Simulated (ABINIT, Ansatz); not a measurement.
Planning a run of ABINIT 10.8.3 on Na2LiIrF6 (Fm-3m). The input:

```
acell 3*1.0 Angstrom
rprim 
  0.000000000000 4.004814000000 4.004814000000
  4.004814000000 0.000000000000 4.004814000000
  4.004814000000 4.004814000000 -0.000000000000
ntypat 4
znucl 11 3 77 9
natom 10
typat 1 1 2 3 4 4 4 4 4 4
xred 
  0.750000000000 0.750000000000 0.750000000000
  0.250000000000 0.250000000000 0.250000000000
  0.500000000000 0.500000000000 0.500000000000
  0.000000000000 0.000000000000 0.000000000000
  0.747678000000 0.252322000000 0.252322000000
  0.252322000000 0.252322000000 0.747678000000
  0.252322000000 0.747678000000 0.747678000000
  0.252322000000 0.747678000000 0.252322000000
  0.747678000000 0.252322000000 0.747678000000
  0.747678000000 0.747678000000 0.252322000000
pp_dirpath "pseudos"
pseudos "Na.upf, Li.upf, Ir.upf, F.upf"
ecut 38
ngkpt 2 2 2
nshiftk 1
shiftk 0 0 0
kptopt 1
chksymbreak 0
istwfk *1
occopt 1
irdwfk 1
optdriver 3
nband 66
ecuteps 2.3
inclvkb 2
awtr 1
symchi 1
indata_prefix "in"
outdata_prefix "out"
tmpdata_prefix "tmp"
```

```sh
OMP_NUM_THREADS=1 mpirun -n 4 abinit run.abi > log
```

Estimate wall time and host memory on 4 MPI ranks of Arm Neoverse N1, shared host.

It took 27 s; on shared hardware allow 14 s to 55 s. Peak host memory was 1.8 GiB.

[Paths, hosts, dates, memory and timing lines, banners, echoed tables and standing remarks are left out of the program output.]

[Logs are printed without paths, hosts, clocks, repeated set-up lines and the standing remarks that a program may print on its own settings, such as how far it seeks lower states.]

[Runs of the session that timed out or met a known fault of the program may be left out.]

[Hosts, paths, dates, database ids (printed as entryN), source tags and the programs' standing remarks are cut or masked in the printed files.]

[G0W0 gaps are taken among the corrected bands and points alone; a level outside them can change the order at an edge.]

[Where Ansatz stands beside ABINIT at settings called matched, ABINIT's density can come from a denser mesh and the files from another edition; pairs whose starting gaps differed by over 0.03 eV were left out, so agreement reads better than it is.]
